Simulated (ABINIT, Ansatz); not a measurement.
## A GW run on Ba2TaBiO6 (R-3) in ABINIT, with inputs changed

Aim: change inputs of a GW run on Ba2TaBiO6 (R-3) and see what moves.

Calculated with ABINIT 10.8.3; LDA and many-body steps on it, plane waves.

## 1. The starting structure

Symmetry: R-3, No. 148, trigonal system. The conventional cell has a = 6.151 Å, b = 6.151 Å, c = 14.869 Å, α = 90.00°, β = 90.00°, γ = 120.00°. Ba has 12 O at 2.76 to 3.40 Å nearest. Nearest to Ta lie 6 O at 2.01 Å. Nearest to Bi lie 6 O at 2.36 Å. O has 1 Ta at 2.01 Å and 1 Bi at 2.36 Å and 4 Ba at 2.76 to 3.40 Å nearest. Farther neighbours and most contacts between anions are not listed.

The cell and positions are those that the Materials Project relaxed with its own functionals (PBE, PBE+U or r2SCAN), kept fixed. Spin-orbit coupling is left out unless a step names it.

## 2. Screening, 2×2×2 mesh, 188 bands, screening to 141.5 eV

This step: ABINIT 10.8.3; RPA screening on LDA, plane waves, norm-conserving pseudopotentials.

The RPA dielectric matrix is built and inverted for each q.

Contents of run.abi:

```
acell 3*1.0 Angstrom
rprim 
  3.075626834241 1.775713980676 4.956223105800
  -3.075626834241 1.775713980676 4.956223105800
  0.000000000000 -3.551427961352 4.956223105800
ntypat 4
znucl 56 73 83 8
natom 10
typat 1 1 2 3 4 4 4 4 4 4
xred 
  0.748816000000 0.748816000000 0.748816000000
  0.251184000000 0.251184000000 0.251184000000
  0.500000000000 0.500000000000 0.500000000000
  0.000000000000 0.000000000000 0.000000000000
  0.725510000000 0.218856000000 0.322035000000
  0.218856000000 0.322035000000 0.725510000000
  0.322035000000 0.725510000000 0.218856000000
  0.274490000000 0.781144000000 0.677965000000
  0.677965000000 0.274490000000 0.781144000000
  0.781144000000 0.677965000000 0.274490000000
pp_dirpath "pseudos"
pseudos "Ba.upf, Ta.upf, Bi.upf, O.upf"
ecut 62
ngkpt 2 2 2
nshiftk 1
shiftk 0 0 0
kptopt 1
chksymbreak 0
istwfk *1
occopt 1
irdwfk 1
optdriver 3
nband 188
ecuteps 5.2
inclvkb 2
awtr 1
symchi 1
indata_prefix "in"
outdata_prefix "out"
tmpdata_prefix "tmp"
```

The run is started by

```
> OMP_NUM_THREADS=1 mpirun -n 4 abinit run.abi > log
```

The log of the run:

```text
.Version 10.8.3 of ABINIT. v10.8.2 released Aug 2026.

 Symmetries : space group R-3 (#148); Bravais hR (rhombohedral)
[... echo of the input left out ...]
== DATASET  1 ==================================================================
-   mpi_nproc: 4, omp_nthreads: 1 (-1 if OMP is not activated)

--- !DatasetInfo
iteration_state: {dtset: 1, }
dimensions: {natom: 10, nkpt: 4, mband: 188, nsppol: 1, nspinor: 1, nspden: 1, mpw: 25587, }
cutoff_energies: {ecut:  62.0, pawecutdg:  -1.0, }
electrons: {nelect:   1.06000000E+02, charge:   0.00000000E+00, occopt:   1.00000000E+00, tsmear:   1.00000000E-02, }

 SCREENING: Calculation of the susceptibility and dielectric matrices

 Based on a program developped by R.W. Godby, V. Olevano, G. Onida, and L. Reining.
 Incorporated in ABINIT by V. Olevano, G.-M. Rignanese, and M. Torrent.
.Using double precision arithmetic ; gwpc =  8

[... cell and pseudopotentials left out ...]
--------------------------------------------------------------------------------

 ==== K-mesh for the wavefunctions ====
 Number of points in the irreducible wedge :     4
[... list of points left out ...]
 Together with  6 symmetry operations and time-reversal symmetry
 yields     8 points in the full Brillouin Zone.

 ==== Q-mesh for the screening function ====
 Number of points in the irreducible wedge :     4
[... list of points left out ...]
 Together with  6 symmetry operations and time-reversal symmetry
 yields     8 points in the full Brillouin Zone.

 setmesh: FFT mesh size selected  =    54x   54x   54
          total number of points  =       157464

 vcoul_init : cutoff-mode = AUXILIARY_FUNCTION
 q-points for optical limit:   1
     1)      0.000010    0.000020    0.000030

- screening: taking advantage of time-reversal symmetry
- Maximum band index for partially occupied states nbvw = 53
- Remaining bands to be divided among processors   nbcw = 135
- Number of bands treated by each node ~33

 Number of electrons calculated from density =  106.0000; Expected =  106.0000
 average of density, n =  0.096716
 r_s =    1.3515
 omega_plasma =   29.9989 [eV]

 calculating chi0 at frequencies [eV] :
  1    0.000000E+00    0.000000E+00
  2    0.000000E+00    2.999894E+01

--------------------------------------------------------------------------------
  q-point number  1        q = ( 0.000000, 0.000000, 0.000000) [r.l.u.]
--------------------------------------------------------------------------------
[... chi0 elements left out ...]
 For q-point:  0.000010 0.000020 0.000030
  dielectric constant =   6.5866
  dielectric constant without local fields =   7.1989

  Average fulfillment of the sum rule on Im[epsilon] for q-point    1 :     50.55  [%]
[... wings left out ...]
  q-point number  2        q = ( 0.500000, 0.000000, 0.000000) [r.l.u.]
--------------------------------------------------------------------------------
[... chi0 elements left out ...]
  Average fulfillment of the sum rule on Im[epsilon] for q-point    2 :     56.48  [%]

 [... 2 further q-points ...]
```

Elapsed: 6.2 min, on 4 MPI ranks of Arm Neoverse V1, shared host; peak memory 6.2 GiB.

This step gave:

```yaml
eps_infinity_with_local_fields_on_this_mesh_along_the_program_s_q_direction: 6.587
the_same_without_local_fields: 7.199
plasma_frequency: 30.00 eV
plane_waves_in_the_screening_matrix: 609
```

Local fields lower ε∞ by 9 %. On a Γ-centred mesh this coarse the value itself is usually too large, while a short band sum pulls it down.

## 3. Base

The self-energy is evaluated for the states that the input lists, and the levels follow from it, in one-shot runs by the linearised quasiparticle equation.

This step: G0W0 on LDA, plane waves, norm-conserving pseudopotentials.

Edit run.abi of step 2 so:

```diff
@@ -31,8 +31,19 @@
 irdwfk 1
-optdriver 3
+optdriver 4
 nband 188
+gwcalctyp 0
+ecutsigx 62
+symsigma 1
+nkptgw 3
+kptgw 
+  0.5000000000 0.5000000000 0.5000000000
+  0.5000000000 0.0000000000 0.0000000000
+  0.0000000000 0.0000000000 0.0000000000
+bdgw 
+  52 56
+  52 55
+  51 55
 ecuteps 5.2
-inclvkb 2
-awtr 1
-symchi 1
+irdscr 1
+ppmodel 1
 indata_prefix "in"
```

The log of the run:

```text
.Version 10.8.3 of ABINIT. v10.8.2 released Aug 2026.

 Symmetries : space group R-3 (#148); Bravais hR (rhombohedral)
[... echo of the input left out ...]
== DATASET  1 ==================================================================
-   mpi_nproc: 4, omp_nthreads: 1 (-1 if OMP is not activated)

--- !DatasetInfo
iteration_state: {dtset: 1, }
dimensions: {natom: 10, nkpt: 4, mband: 188, nsppol: 1, nspinor: 1, nspden: 1, mpw: 25587, }
cutoff_energies: {ecut:  62.0, pawecutdg:  -1.0, }
electrons: {nelect:   1.06000000E+02, charge:   0.00000000E+00, occopt:   1.00000000E+00, tsmear:   1.00000000E-02, }

 SIGMA: Calculation of the GW corrections

 Based on a program developped by R.W. Godby, V. Olevano, G. Onida, and L. Reining.
 Incorporated in ABINIT by V. Olevano, G.-M. Rignanese, and M. Torrent.
.Using double precision arithmetic ; gwpc =  8

[... cell and pseudopotentials left out ...]
--------------------------------------------------------------------------------

 ==== K-mesh for the wavefunctions ====
 Number of points in the irreducible wedge :     4
[... list of points left out ...]
 Together with  6 symmetry operations and time-reversal symmetry
 yields     8 points in the full Brillouin Zone.

 ==== Q-mesh for screening function ====
 Number of points in the irreducible wedge :     4
[... list of points left out ...]
 Together with  6 symmetry operations and time-reversal symmetry
 yields     8 points in the full Brillouin Zone.

 vcoul_init : cutoff-mode = AUXILIARY_FUNCTION
 q-points for optical limit:   1
     1)      0.000010    0.000020    0.000030
 setmesh: FFT mesh size selected  =    81x   81x   81
          total number of points  =       531441

 Number of electrons calculated from density =  106.0000; Expected =  106.0000
 average of density, n =  0.096716
 r_s =    1.3515
 omega_plasma =   29.9989 [eV]

 === KS Band Gaps ===
  >>>> For spin  1
   Minimum direct gap =   2.5771 [eV], located at k-point      :   0.5000  0.0000  0.0000
   Fundamental gap    =   2.5491 [eV], Top of valence bands at :   0.5000  0.5000  0.5000
                                       Bottom of conduction at :   0.5000  0.0000  0.0000
 SIGMA fundamental parameters:
 PLASMON POLE MODEL  1
 number of plane-waves for SigmaX                25587
 number of plane-waves for SigmaC and W            609
 number of plane-waves for wavefunctions         25587
 number of bands                                   188
 number of independent spin polarizations            1
 number of spinorial components                      1
 number of k-points in IBZ                           4
 number of q-points in IBZ                           4
 number of symmetry operations                       6
 number of k-points in BZ                            8
 number of q-points in BZ                            8
 number of frequencies for dSigma/dE                 9
 frequency step for dSigma/dE [eV]                0.25
 number of omega for Sigma on real axis              0
 max omega for Sigma on real axis  [eV]           0.00
 zcut for avoiding poles [eV]                     0.10

 EPSILON^-1 parameters (SCR file):
 dimension of the eps^-1 matrix on file            609
 dimension of the eps^-1 matrix used               609
 number of plane-waves for wavefunctions         25587
 number of bands                                   188
 number of q-points in IBZ                           4
 number of frequencies                               2
 number of real frequencies                          1
 number of imag frequencies                          1

 matrix elements of self-energy operator (all in [eV])

 Perturbative Calculation

--- !SelfEnergy_ee
iteration_state: {dtset: 1, }
kpoint     : [   0.500,    0.500,    0.500, ]
spin       : 1
KS_gap     :    2.682
QP_gap     :    3.506
Delta_QP_KS:    0.824
data: !SigmaeeData |
     Band     E0 <VxcDFT>   SigX SigC(E0)      Z dSigC/dE  Sig(E)    E-E0       E
       52   4.962 -18.586 -23.417   5.000   0.768  -0.303 -18.456   0.130   5.092
       53   6.493 -20.412 -23.480   3.673   0.789  -0.267 -19.934   0.478   6.970
       54   9.175 -15.195 -10.580  -3.042   0.827  -0.209 -13.894   1.301  10.476
       55   9.631 -15.656 -11.060  -2.977   0.825  -0.212 -14.321   1.335  10.966
       56   9.631 -15.656 -11.060  -2.977   0.825  -0.212 -14.321   1.335  10.966

--- !SelfEnergy_ee
iteration_state: {dtset: 1, }
kpoint     : [   0.500,    0.000,    0.000, ]
spin       : 1
KS_gap     :    2.577
QP_gap     :    3.398
Delta_QP_KS:    0.821
data: !SigmaeeData |
     Band     E0 <VxcDFT>   SigX SigC(E0)      Z dSigC/dE  Sig(E)    E-E0       E
       52   5.236 -18.788 -23.488   4.915   0.770  -0.299 -18.622   0.166   5.403
[...]
--- !SelfEnergy_ee
iteration_state: {dtset: 1, }
kpoint     : [   0.000,    0.000,    0.000, ]
spin       : 1
KS_gap     :    3.947
QP_gap     :    4.983
Delta_QP_KS:    1.036
data: !SigmaeeData |
     Band     E0 <VxcDFT>   SigX SigC(E0)      Z dSigC/dE  Sig(E)    E-E0       E
[...]
53   5.708 -19.360 -23.390   4.430   0.775  -0.290 -19.050   0.310   6.018
       54   9.655 -13.384  -8.865  -2.901   0.832  -0.202 -12.038   1.346  11.001
       55   9.838 -16.696 -11.919  -3.205   0.815  -0.227 -15.415   1.281  11.119

== END DATASET(S) ==============================================================
================================================================================

 -outvars: echo values of variables after computation  --------
           etotal      0.0000000000E+00
            nband         188
             nkpt           4
          spgroup         148
 [... the other variables as echoed above ...]

 Calculation completed.
```

Wall time 79 s (4 MPI ranks); peak memory 3.7 GiB; 5.3 min of CPU time.

Numbers from this step:

| Property | Result |
| --- | --- |
| G0W0 gap on the points computed | 3.365 eV |
| starting gap on the mesh | 2.549 eV |
| k of the valence top | 0.5, 0.5, 0.5 |
| k of the conduction bottom | 0.5, 0, 0 |
| Z at the valence top | 0.789 |
| Z at the conduction bottom | 0.828 |
| least direct G0W0 gap on the computed points | 3.398 eV |

The gap on the mesh goes from 2.55 eV to 3.37 eV, a correction of +0.82 eV.

## 4. Exchange cutoff

Edit run.abi of step 3 so:

```diff
@@ -34,3 +34,3 @@
 gwcalctyp 0
-ecutsigx 62
+ecutsigx 9.3
 symsigma 1
```

The log of the run:

```text
.Version 10.8.3 of ABINIT. v10.8.2 released Aug 2026.

 Symmetries : space group R-3 (#148); Bravais hR (rhombohedral)
[... echo of the input left out ...]
== DATASET  1 ==================================================================
-   mpi_nproc: 4, omp_nthreads: 1 (-1 if OMP is not activated)

--- !DatasetInfo
iteration_state: {dtset: 1, }
dimensions: {natom: 10, nkpt: 4, mband: 188, nsppol: 1, nspinor: 1, nspden: 1, mpw: 25587, }
cutoff_energies: {ecut:  62.0, pawecutdg:  -1.0, }
electrons: {nelect:   1.06000000E+02, charge:   0.00000000E+00, occopt:   1.00000000E+00, tsmear:   1.00000000E-02, }

 SIGMA: Calculation of the GW corrections

 Based on a program developped by R.W. Godby, V. Olevano, G. Onida, and L. Reining.
 Incorporated in ABINIT by V. Olevano, G.-M. Rignanese, and M. Torrent.
.Using double precision arithmetic ; gwpc =  8

[... cell and pseudopotentials left out ...]
--------------------------------------------------------------------------------

 ==== K-mesh for the wavefunctions ====
 Number of points in the irreducible wedge :     4
[... list of points left out ...]
 Together with  6 symmetry operations and time-reversal symmetry
 yields     8 points in the full Brillouin Zone.

 ==== Q-mesh for screening function ====
 Number of points in the irreducible wedge :     4
[... list of points left out ...]
 Together with  6 symmetry operations and time-reversal symmetry
 yields     8 points in the full Brillouin Zone.

 vcoul_init : cutoff-mode = AUXILIARY_FUNCTION
 q-points for optical limit:   1
     1)      0.000010    0.000020    0.000030
 setmesh: FFT mesh size selected  =    60x   60x   60
          total number of points  =       216000

 Number of electrons calculated from density =  106.0000; Expected =  106.0000
[...]
number of plane-waves for wavefunctions         25587
 number of bands                                   188
 number of q-points in IBZ                           4
 number of frequencies                               2
 number of real frequencies                          1
 number of imag frequencies                          1

 matrix elements of self-energy operator (all in [eV])

 Perturbative Calculation

--- !SelfEnergy_ee
iteration_state: {dtset: 1, }
kpoint     : [   0.500,    0.500,    0.500, ]
spin       : 1
KS_gap     :    2.682
QP_gap     :    3.344
Delta_QP_KS:    0.662
data: !SigmaeeData |
     Band     E0 <VxcDFT>   SigX SigC(E0)      Z dSigC/dE  Sig(E)    E-E0       E
       52   4.962 -18.586 -22.911   5.000   0.768  -0.303 -18.068   0.518   5.480
       53   6.493 -20.412 -22.666   3.673   0.789  -0.267 -19.291   1.120   7.613
       54   9.175 -15.195  -9.998  -3.042   0.827  -0.209 -13.412   1.783  10.958
[...]
--- !SelfEnergy_ee
iteration_state: {dtset: 1, }
kpoint     : [   0.500,    0.000,    0.000, ]
spin       : 1
KS_gap     :    2.577
QP_gap     :    3.235
Delta_QP_KS:    0.657
data: !SigmaeeData |
     Band     E0 <VxcDFT>   SigX SigC(E0)      Z dSigC/dE  Sig(E)    E-E0       E
[...]
--- !SelfEnergy_ee
iteration_state: {dtset: 1, }
kpoint     : [   0.000,    0.000,    0.000, ]
spin       : 1
KS_gap     :    3.947
QP_gap     :    4.798
Delta_QP_KS:    0.850
data: !SigmaeeData |
     Band     E0 <VxcDFT>   SigX SigC(E0)      Z dSigC/dE  Sig(E)    E-E0       E
[...]
54   9.655 -13.384  -8.528  -2.901   0.832  -0.202 -11.758   1.626  11.281
       55   9.838 -16.696 -11.189  -3.205   0.815  -0.227 -14.820   1.876  11.714

== END DATASET(S) ==============================================================
================================================================================

 -outvars: echo values of variables after computation  --------
           etotal      0.0000000000E+00
            nband         188
             nkpt           4
          spgroup         148
 [... the other variables as echoed above ...]

 Calculation completed.
```

Elapsed: 72 s, on 4 MPI ranks; peak memory 3.6 GiB; 4.8 min of CPU time.

This step gave:

- G0W0 gap on the points computed: 3.204 eV
- starting gap on the mesh: 2.549 eV
- k of the valence top: 0.5, 0.5, 0.5
- k of the conduction bottom: 0.5, 0, 0
- Z at the valence top: 0.789
- Z at the conduction bottom: 0.828
- least direct G0W0 gap on the computed points: 3.234 eV

(Continued in part 2 of 2.)

[Paths, hosts, dates, memory and timing lines, banners, echoed tables and standing remarks are left out of the program output.]

[Logs are printed without paths, hosts, clocks, repeated set-up lines and the standing remarks that a program may print on its own settings, such as how far it seeks lower states.]

[Runs of the session that timed out or met a known fault of the program may be left out.]

[Hosts, paths, dates, database ids (printed as entryN), source tags and the programs' standing remarks are cut or masked in the printed files.]

[G0W0 gaps are taken among the corrected bands and points alone; a level outside them can change the order at an edge.]

[Where Ansatz stands beside ABINIT at settings called matched, ABINIT's density can come from a denser mesh and the files from another edition; pairs whose starting gaps differed by over 0.03 eV were left out, so agreement reads better than it is.]
